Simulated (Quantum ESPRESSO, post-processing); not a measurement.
# Pb(111), 5 layers: vacuum convergence, part 2 of 2

Which setting serves for Pb(111), 5 layers? The runs below step through one kind of setting.

Quantum ESPRESSO 7.5; plane-wave DFT, PBE, GBRV ultrasoft pseudopotentials.

So far. Step 3 (Electrostatic potential): Inside the slab this potential holds the local part of the pseudopotentials, which can be repulsive at the nuclei; only its value in the vacuum has a meaning of its own. Step 5 (Potential by pp.x): Counted from each run's own zero (the Fermi level), the vacuum level differs from the first run's by -0 meV.

### 6. Self-consistent run: 14 Å of vacuum

Contents of c4.in:

```
&control
  prefix = 'c4'
  outdir = './out'
  pseudo_dir = './pseudo'
  calculation = 'scf'
  tprnfor = .true.
/
&system
  ibrav = 0
  nat = 5
  ntyp = 1
  ecutwfc = 40
  ecutrho = 200
  occupations = 'smearing'
  smearing = 'mv'
  degauss = 0.02
/
&electrons
  conv_thr = 1e-07
  mixing_beta = 0.4
  electron_maxstep = 120
  mixing_mode = 'local-TF'
/
ATOMIC_SPECIES
  Pb  207.2000  pb_pbe_v1.uspp.F.UPF
CELL_PARAMETERS angstrom
  3.50017856687341 0.00000000000000 0.00000000000000
  1.75008928343671 3.03124355669418 0.00000000000000
  0.00000000000000 0.00000000000000 25.43153532995459
ATOMIC_POSITIONS crystal
  Pb  0.666666666700 0.666666666700 0.275248816447
  Pb  0.000000000000 0.000000000000 0.387624408223
  Pb  0.333333333300 0.333333333300 0.500000000000
  Pb  0.666666666700 0.666666666700 0.612375591777
  Pb  0.000000000000 0.000000000000 0.724751183553
K_POINTS automatic
  12 12 1 0 0 0
```

On the command line:

```bash
$ OMP_NUM_THREADS=1 mpirun -n 4 pw.x -nk 4 -in c4.in > c4.out
```

Output:

```text
[banner, memory and clock lines left out]
Program PWSCF v.7.5 starts
[...]
Message from routine setup:
[...]
number of electrons       =        70.00
     number of Kohn-Sham states=           42
     kinetic-energy cutoff     =      40.0000  Ry
     charge density cutoff     =     200.0000  Ry
[...]
number of k points=    19  Marzari-Vanderbilt smearing, width (Ry)=  0.0200
[...]
Dense  grid:    86827 G-vectors     FFT dimensions: (  30,  30, 225)
[...]
negative rho (up, down):  8.388E-02 0.000E+00
     Starting wfcs are   45 randomized atomic wfcs
[...]
negative rho (up, down):  8.279E-02 0.000E+00
[...]
estimated scf accuracy    <       0.07643644 Ry
[...]
negative rho (up, down):  8.272E-02 0.000E+00
[...]
estimated scf accuracy    <       0.04823516 Ry
[...]
negative rho (up, down):  8.371E-02 0.000E+00
[...]
estimated scf accuracy    <       0.00249046 Ry
[...]
negative rho (up, down):  8.455E-02 0.000E+00
[...]
estimated scf accuracy    <       0.00216203 Ry
[...]
negative rho (up, down):  8.321E-02 0.000E+00
[...]
estimated scf accuracy    <       0.00065006 Ry
[...]
negative rho (up, down):  8.364E-02 0.000E+00
[...]
estimated scf accuracy    <       0.00021725 Ry
[...]
negative rho (up, down):  8.649E-02 0.000E+00
[...]
estimated scf accuracy    <       0.00006299 Ry
[...]
negative rho (up, down):  8.660E-02 0.000E+00
[...]
estimated scf accuracy    <       0.00000420 Ry
[...]
negative rho (up, down):  8.627E-02 0.000E+00
[...]
estimated scf accuracy    <       0.00000200 Ry
[...]
negative rho (up, down):  8.626E-02 0.000E+00
[...]
estimated scf accuracy    <       0.00000035 Ry
[...]
negative rho (up, down):  8.632E-02 0.000E+00
[...]
the Fermi energy is     4.7906 ev
!    total energy              =    -820.75358540 Ry
     estimated scf accuracy    <       0.00000003 Ry
     smearing contrib. (-TS)   =      -0.00121867 Ry
     internal energy E=F+TS    =    -820.75236674 Ry
[...]
one-electron contribution =   -2748.73835150 Ry
     hartree contribution      =    1411.31494356 Ry
     xc contribution           =    -316.88138408 Ry
     ewald contribution        =     833.55242529 Ry
     convergence has been achieved in  11 iterations
     negative rho (up, down):  8.632E-02 0.000E+00
[...]
Total force =     0.012049     Total SCF correction =     0.000739
[...]
```

The job ended after 62 s (4 MPI ranks of Arm Neoverse V1, shared host; peak memory 0.57 GiB; 4.1 min of CPU time).

Numbers from this step:

| Property | Result |
| --- | --- |
| Fermi energy | 4.791 eV |

The program's own clock; routines nest. Time by routine:

```
     routine  wall time (s)  calls
       PWSCF          61.87      1
   electrons          59.58      1
     c_bands          45.16     12
     cegterg          39.01     60
       h_psi          28.41    398
        fftw          25.82  16380
    vloc_psi          23.61    398
    sum_band              7     12
     mix_rho           5.32     12
        ffts           3.53   1208
      calbec           3.35    478
  add_vuspsi           2.38    398
       s_psi           2.34    398
h_psi:calbec            2.3    398
```

### 7. Electrostatic potential

Contents of c4.pot.in:

```
&inputpp
  prefix = 'c4'
  outdir = './out'
  filplot = 'c4.pot.dat'
  plot_num = 11
/
```

On the command line:

```bash
$ OMP_NUM_THREADS=1 mpirun -n 4 pp.x -in c4.pot.in > c4.pot.out
```

Elapsed: 0.91 s, on 4 MPI ranks; peak memory 0.11 GiB.

Counted from each run's own zero (the Fermi level), the vacuum level differs from the first run's by -0 meV.

### 8. Self-consistent run: 12 Å of vacuum

Contents of c6.in:

```
&control
  prefix = 'c6'
  outdir = './out'
  pseudo_dir = './pseudo'
  calculation = 'scf'
  tprnfor = .true.
/
&system
  ibrav = 0
  nat = 5
  ntyp = 1
  ecutwfc = 40
  ecutrho = 200
  occupations = 'smearing'
  smearing = 'mv'
  degauss = 0.02
/
&electrons
  conv_thr = 1e-07
  mixing_beta = 0.4
  electron_maxstep = 120
  mixing_mode = 'local-TF'
/
ATOMIC_SPECIES
  Pb  207.2000  pb_pbe_v1.uspp.F.UPF
CELL_PARAMETERS angstrom
  3.50017856687341 0.00000000000000 0.00000000000000
  1.75008928343671 3.03124355669418 0.00000000000000
  0.00000000000000 0.00000000000000 23.43153532995459
ATOMIC_POSITIONS crystal
  Pb  0.666666666700 0.666666666700 0.256065166687
  Pb  0.000000000000 0.000000000000 0.378032583344
  Pb  0.333333333300 0.333333333300 0.500000000000
  Pb  0.666666666700 0.666666666700 0.621967416656
  Pb  0.000000000000 0.000000000000 0.743934833313
K_POINTS automatic
  12 12 1 0 0 0
```

On the command line:

```bash
$ OMP_NUM_THREADS=1 mpirun -n 4 pw.x -nk 4 -in c6.in > c6.out
```

Output:

```text
[banner, memory and clock lines left out]
Program PWSCF v.7.5 starts
[...]
Message from routine setup:
[...]
number of electrons       =        70.00
     number of Kohn-Sham states=           42
     kinetic-energy cutoff     =      40.0000  Ry
     charge density cutoff     =     200.0000  Ry
[...]
number of k points=    19  Marzari-Vanderbilt smearing, width (Ry)=  0.0200
[...]
Dense  grid:    80053 G-vectors     FFT dimensions: (  30,  30, 200)
[...]
negative rho (up, down):  8.569E-02 0.000E+00
     Starting wfcs are   45 randomized atomic wfcs
[...]
negative rho (up, down):  8.478E-02 0.000E+00
[...]
estimated scf accuracy    <       0.07637622 Ry
[...]
negative rho (up, down):  8.527E-02 0.000E+00
[...]
estimated scf accuracy    <       0.04816270 Ry
[...]
negative rho (up, down):  8.651E-02 0.000E+00
[...]
estimated scf accuracy    <       0.00238921 Ry
[...]
negative rho (up, down):  8.768E-02 0.000E+00
[...]
estimated scf accuracy    <       0.00200979 Ry
[...]
negative rho (up, down):  8.607E-02 0.000E+00
[...]
estimated scf accuracy    <       0.00046031 Ry
[...]
negative rho (up, down):  8.630E-02 0.000E+00
[...]
estimated scf accuracy    <       0.00011733 Ry
[...]
negative rho (up, down):  8.825E-02 0.000E+00
[...]
estimated scf accuracy    <       0.00002113 Ry
[...]
negative rho (up, down):  8.857E-02 0.000E+00
[...]
estimated scf accuracy    <       0.00000409 Ry
[...]
negative rho (up, down):  8.840E-02 0.000E+00
[...]
estimated scf accuracy    <       0.00000104 Ry
[...]
negative rho (up, down):  8.845E-02 0.000E+00
[...]
the Fermi energy is     5.5129 ev
!    total energy              =    -820.75357814 Ry
     estimated scf accuracy    <       0.00000004 Ry
     smearing contrib. (-TS)   =      -0.00122122 Ry
     internal energy E=F+TS    =    -820.75235692 Ry
[...]
one-electron contribution =   -2065.50068171 Ry
     hartree contribution      =    1071.55691120 Ry
     xc contribution           =    -316.88132218 Ry
     ewald contribution        =     490.07273577 Ry
     convergence has been achieved in  10 iterations
     negative rho (up, down):  8.845E-02 0.000E+00
[...]
Total force =     0.012085     Total SCF correction =     0.000558
[...]
```

Run time: 50 s. Hardware: 4 MPI ranks; peak memory 0.63 GiB; 3.3 min of CPU time.

Read from the output:

| Quantity | Value |
| --- | --- |
| free energy | -11166.9213 eV |
| Fermi energy | 5.513 eV |

The program's own clock; routines nest. Time by routine:

```
     routine  wall time (s)  calls
       PWSCF          49.22      1
   electrons          47.06      1
     c_bands          36.45     11
     cegterg          31.24     55
       h_psi           22.4    359
        fftw          20.05  14790
    vloc_psi          18.34    359
    sum_band           5.42     11
     mix_rho           3.54     11
      calbec           2.86    434
        ffts           2.21   1023
  add_vuspsi           2.01    359
       s_psi           1.97    359
h_psi:calbec           1.94    359
```

### 9. Potential by pp.x

Contents of c6.pot.in:

```
&inputpp
  prefix = 'c6'
  outdir = './out'
  filplot = 'c6.pot.dat'
  plot_num = 11
/
```

On the command line:

```bash
$ OMP_NUM_THREADS=1 mpirun -n 4 pp.x -in c6.pot.in > c6.pot.out
```

Wall time 0.89 s (4 MPI ranks); peak memory 0.11 GiB; 3.2 s of CPU time.

Read from the output:

| Quantity | Value |
| --- | --- |
| potential in the middle of the vacuum, over the Fermi level | 3.663 eV |

Counted from each run's own zero (the Fermi level), the vacuum level differs from the first run's by -4 meV.

### 10. SCF with pw.x: 10 Å of vacuum

Contents of c8.in:

```
&control
  prefix = 'c8'
  outdir = './out'
  pseudo_dir = './pseudo'
  calculation = 'scf'
  tprnfor = .true.
/
&system
  ibrav = 0
  nat = 5
  ntyp = 1
  ecutwfc = 40
  ecutrho = 200
  occupations = 'smearing'
  smearing = 'mv'
  degauss = 0.02
/
&electrons
  conv_thr = 1e-07
  mixing_beta = 0.4
  electron_maxstep = 120
  mixing_mode = 'local-TF'
/
ATOMIC_SPECIES
  Pb  207.2000  pb_pbe_v1.uspp.F.UPF
CELL_PARAMETERS angstrom
  3.50017856687341 0.00000000000000 0.00000000000000
  1.75008928343671 3.03124355669418 0.00000000000000
  0.00000000000000 0.00000000000000 21.43153532995459
ATOMIC_POSITIONS crystal
  Pb  0.666666666700 0.666666666700 0.233301064204
  Pb  0.000000000000 0.000000000000 0.366650532102
  Pb  0.333333333300 0.333333333300 0.500000000000
  Pb  0.666666666700 0.666666666700 0.633349467898
  Pb  0.000000000000 0.000000000000 0.766698935796
K_POINTS automatic
  12 12 1 0 0 0
```

On the command line:

```bash
$ OMP_NUM_THREADS=1 mpirun -n 4 pw.x -nk 4 -in c8.in > c8.out
```

Output:

```text
[banner, memory and clock lines left out]
Program PWSCF v.7.5 starts
[...]
Message from routine setup:
[...]
number of electrons       =        70.00
     number of Kohn-Sham states=           42
     kinetic-energy cutoff     =      40.0000  Ry
     charge density cutoff     =     200.0000  Ry
[...]
number of k points=    19  Marzari-Vanderbilt smearing, width (Ry)=  0.0200
[...]
Dense  grid:    73257 G-vectors     FFT dimensions: (  30,  30, 192)
[...]
negative rho (up, down):  8.435E-02 0.000E+00
     Starting wfcs are   45 randomized atomic wfcs
[...]
negative rho (up, down):  8.382E-02 0.000E+00
[...]
estimated scf accuracy    <       0.07642832 Ry
[...]
negative rho (up, down):  8.438E-02 0.000E+00
[...]
estimated scf accuracy    <       0.04816207 Ry
[...]
negative rho (up, down):  8.564E-02 0.000E+00
[...]
estimated scf accuracy    <       0.00218715 Ry
[...]
negative rho (up, down):  8.679E-02 0.000E+00
[...]
estimated scf accuracy    <       0.00174499 Ry
[...]
negative rho (up, down):  8.535E-02 0.000E+00
[...]
estimated scf accuracy    <       0.00026980 Ry
[...]
negative rho (up, down):  8.558E-02 0.000E+00
[...]
estimated scf accuracy    <       0.00004969 Ry
[...]
negative rho (up, down):  8.646E-02 0.000E+00
[...]
estimated scf accuracy    <       0.00000624 Ry
[...]
negative rho (up, down):  8.694E-02 0.000E+00
[...]
estimated scf accuracy    <       0.00000139 Ry
[...]
negative rho (up, down):  8.679E-02 0.000E+00
[...]
estimated scf accuracy    <       0.00000046 Ry
[...]
negative rho (up, down):  8.675E-02 0.000E+00
[...]
estimated scf accuracy    <       0.00000012 Ry
[...]
negative rho (up, down):  8.677E-02 0.000E+00
[...]
the Fermi energy is     6.3738 ev
!    total energy              =    -820.75353411 Ry
     estimated scf accuracy    <          2.5E-09 Ry
     smearing contrib. (-TS)   =      -0.00123712 Ry
     internal energy E=F+TS    =    -820.75229699 Ry
[...]
one-electron contribution =   -1445.81011784 Ry
     hartree contribution      =     763.92126405 Ry
     xc contribution           =    -316.88172605 Ry
     ewald contribution        =     178.01828284 Ry
     convergence has been achieved in  11 iterations
     negative rho (up, down):  8.677E-02 0.000E+00
[...]
Total force =     0.012012     Total SCF correction =     0.000248
[...]
```

The job ended after 53 s (4 MPI ranks; peak memory 0.64 GiB).

This step gave:

| Quantity | Value |
| --- | --- |
| free energy | -11166.9207 eV |
| Fermi energy | 6.374 eV |

The program's own clock; routines nest. Time by routine:

```
     routine  wall time (s)  calls
       PWSCF          52.58      1
   electrons          50.52      1
     c_bands          39.49     12
     cegterg          32.94     60
       h_psi          24.17    368
        fftw           22.1  16120
    vloc_psi          20.14    368
    sum_band           5.84     12
     mix_rho           3.47     12
      calbec           2.83    448
        ffts           2.21   1028
  add_vuspsi           1.99    368
       s_psi           1.96    368
h_psi:calbec           1.94    368
```

### 11. Potential by pp.x

Contents of c8.pot.in:

```
&inputpp
  prefix = 'c8'
  outdir = './out'
  filplot = 'c8.pot.dat'
  plot_num = 11
/
```

On the command line:

```bash
$ OMP_NUM_THREADS=1 mpirun -n 4 pp.x -in c8.pot.in > c8.pot.out
```

Run time: 0.9 s. Hardware: 4 MPI ranks; peak memory 0.11 GiB; 3.2 s of CPU time.

Read from the output:

| Quantity | Value |
| --- | --- |
| potential in the middle of the vacuum, over the Fermi level | 3.650 eV |

Counted from each run's own zero (the Fermi level), the vacuum level differs from the first run's by -17 meV.

### 12. SCF with pw.x: 8 Å of vacuum

Contents of c10.in:

```
&control
  prefix = 'c10'
  outdir = './out'
  pseudo_dir = './pseudo'
  calculation = 'scf'
  tprnfor = .true.
/
&system
  ibrav = 0
  nat = 5
  ntyp = 1
  ecutwfc = 40
  ecutrho = 200
  occupations = 'smearing'
  smearing = 'mv'
  degauss = 0.02
/
&electrons
  conv_thr = 1e-07
  mixing_beta = 0.4
  electron_maxstep = 120
  mixing_mode = 'local-TF'
/
ATOMIC_SPECIES
  Pb  207.2000  pb_pbe_v1.uspp.F.UPF
CELL_PARAMETERS angstrom
  3.50017856687341 0.00000000000000 0.00000000000000
  1.75008928343671 3.03124355669418 0.00000000000000
  0.00000000000000 0.00000000000000 19.43153532995459
ATOMIC_POSITIONS crystal
  Pb  0.666666666700 0.666666666700 0.205850949607
  Pb  0.000000000000 0.000000000000 0.352925474804
  Pb  0.333333333300 0.333333333300 0.500000000000
  Pb  0.666666666700 0.666666666700 0.647074525196
  Pb  0.000000000000 0.000000000000 0.794149050393
K_POINTS automatic
  12 12 1 0 0 0
```

On the command line:

```bash
$ OMP_NUM_THREADS=1 mpirun -n 4 pw.x -nk 4 -in c10.in > c10.out
```

Output:

```text
[banner, memory and clock lines left out]
Program PWSCF v.7.5 starts
[...]
Message from routine setup:
[...]
number of electrons       =        70.00
     number of Kohn-Sham states=           42
     kinetic-energy cutoff     =      40.0000  Ry
     charge density cutoff     =     200.0000  Ry
[...]
number of k points=    19  Marzari-Vanderbilt smearing, width (Ry)=  0.0200
[...]
Dense  grid:    66351 G-vectors     FFT dimensions: (  30,  30, 180)
[...]
negative rho (up, down):  8.022E-02 0.000E+00
     Starting wfcs are   45 randomized atomic wfcs
[...]
negative rho (up, down):  8.028E-02 0.000E+00
[...]
estimated scf accuracy    <       0.07750760 Ry
[...]
negative rho (up, down):  8.138E-02 0.000E+00
[...]
estimated scf accuracy    <       0.04849597 Ry
[...]
negative rho (up, down):  8.236E-02 0.000E+00
[...]
estimated scf accuracy    <       0.00184145 Ry
[...]
negative rho (up, down):  8.331E-02 0.000E+00
[...]
estimated scf accuracy    <       0.00133728 Ry
[...]
negative rho (up, down):  8.216E-02 0.000E+00
[...]
estimated scf accuracy    <       0.00013436 Ry
[...]
negative rho (up, down):  8.220E-02 0.000E+00
[...]
estimated scf accuracy    <       0.00002123 Ry
[...]
negative rho (up, down):  8.255E-02 0.000E+00
[...]
estimated scf accuracy    <       0.00000352 Ry
[...]
negative rho (up, down):  8.276E-02 0.000E+00
[...]
estimated scf accuracy    <       0.00000050 Ry
[...]
negative rho (up, down):  8.269E-02 0.000E+00
[...]
the Fermi energy is     7.4190 ev
!    total energy              =    -820.75335971 Ry
     estimated scf accuracy    <       0.00000007 Ry
     smearing contrib. (-TS)   =      -0.00132477 Ry
     internal energy E=F+TS    =    -820.75203494 Ry
[...]
one-electron contribution =    -909.29915051 Ry
     hartree contribution      =     498.33729207 Ry
     xc contribution           =    -316.88260470 Ry
     ewald contribution        =     -92.90757180 Ry
     convergence has been achieved in   9 iterations
     negative rho (up, down):  8.269E-02 0.000E+00
[...]
Total force =     0.012313     Total SCF correction =     0.001481
[...]
```

It took 39 s on 4 MPI ranks; peak memory 0.48 GiB.

Read from the output:

| Property | Result |
| --- | --- |
| free energy | -11166.9183 eV |
| Fermi energy | 7.419 eV |

The program's own clock; routines nest. Time by routine:

```
     routine  wall time (s)  calls
       PWSCF          38.31      1
   electrons          36.52      1
     c_bands          29.35     10
     cegterg          24.38     50
       h_psi          17.37    312
        fftw          15.36  13950
    vloc_psi           14.2    312
    sum_band           4.02     10
      calbec           2.23    382
     mix_rho           1.84     10
  add_vuspsi           1.56    312
       s_psi           1.54    312
h_psi:calbec           1.52    312
    init_run           1.26      1
```

### 13. Electrostatic potential

Contents of c10.pot.in:

```
&inputpp
  prefix = 'c10'
  outdir = './out'
  filplot = 'c10.pot.dat'
  plot_num = 11
/
```

On the command line:

```bash
$ OMP_NUM_THREADS=1 mpirun -n 4 pp.x -in c10.pot.in > c10.pot.out
```

Wall time 0.85 s (4 MPI ranks); peak memory 0.11 GiB; 3.1 s of CPU time.

This step gave:

```
potential in the middle of the vacuum, over the Fermi level : 3.607 eV
```

Counted from each run's own zero (the Fermi level), the vacuum level differs from the first run's by -60 meV.

### 14. The series side by side

All levels:

```
         level  vacuum level over the Fermi level (eV)  its change from the first (meV)  energy from the first (meV an atom)  SCF iterations  wall time (s)  peak memory (GiB)  CPU time (s)
24 Å of vacuum                                   3.667                                0                                    0              13          100.2               0.91         400.4
18 Å of vacuum                                   3.667                           -0.242                             -0.01146              12          76.07               0.72         303.9
14 Å of vacuum                                   3.667                        -0.007838                            -0.008789              11          62.43               0.57           247
12 Å of vacuum                                   3.663                           -3.696                              0.01097              10          49.77               0.63         198.7
10 Å of vacuum                                    3.65                            -16.9                               0.1308              11          53.12               0.64         212.2
 8 Å of vacuum                                   3.607                           -60.32                               0.6053               9          38.86               0.48         154.8
```

### 15. Outcome

```json
{
 "vacuum level over the Fermi level, 24 Å of vacuum": "3.667 eV",
 "cheapest step of the main series that, with all steps before it, keeps the vacuum level within 20 meV of the first": "12 Å of vacuum: -4 meV, 3.3 min of CPU time against 6.7 min",
 "setting with the largest shift of the level": "8 Å of vacuum: -60 meV"
}
```

**Reading.** The cheapest step of the main series that, with all steps before it, keeps the vacuum level within 20 meV of the first is 12 Å of vacuum: -4 meV, 3.3 min of CPU time against 6.7 min. Over the series the energy moves by up to 0.605 meV an atom and the vacuum level by up to 60 meV. The level is read in the middle of the vacuum, where a short gap still holds the tails of both faces. The times come from a shared host and are rough. Peak memory is sampled during the run and can miss the peak. The geometry is as built, not relaxed.

[Logs are printed without paths, hosts, clocks, repeated set-up lines and the standing remarks that a program may print on its own settings, such as how far it seeks lower states.]

[Hosts, paths, dates, database ids (printed as entryN), source tags and the programs' standing remarks are cut or masked in the printed files.]

[Maps of the electrostatic potential energy from Ansatz leave out the sawtooth potential of an applied field or a dipole correction, so their vacuum need not be flat; planar profiles and work functions include it.]
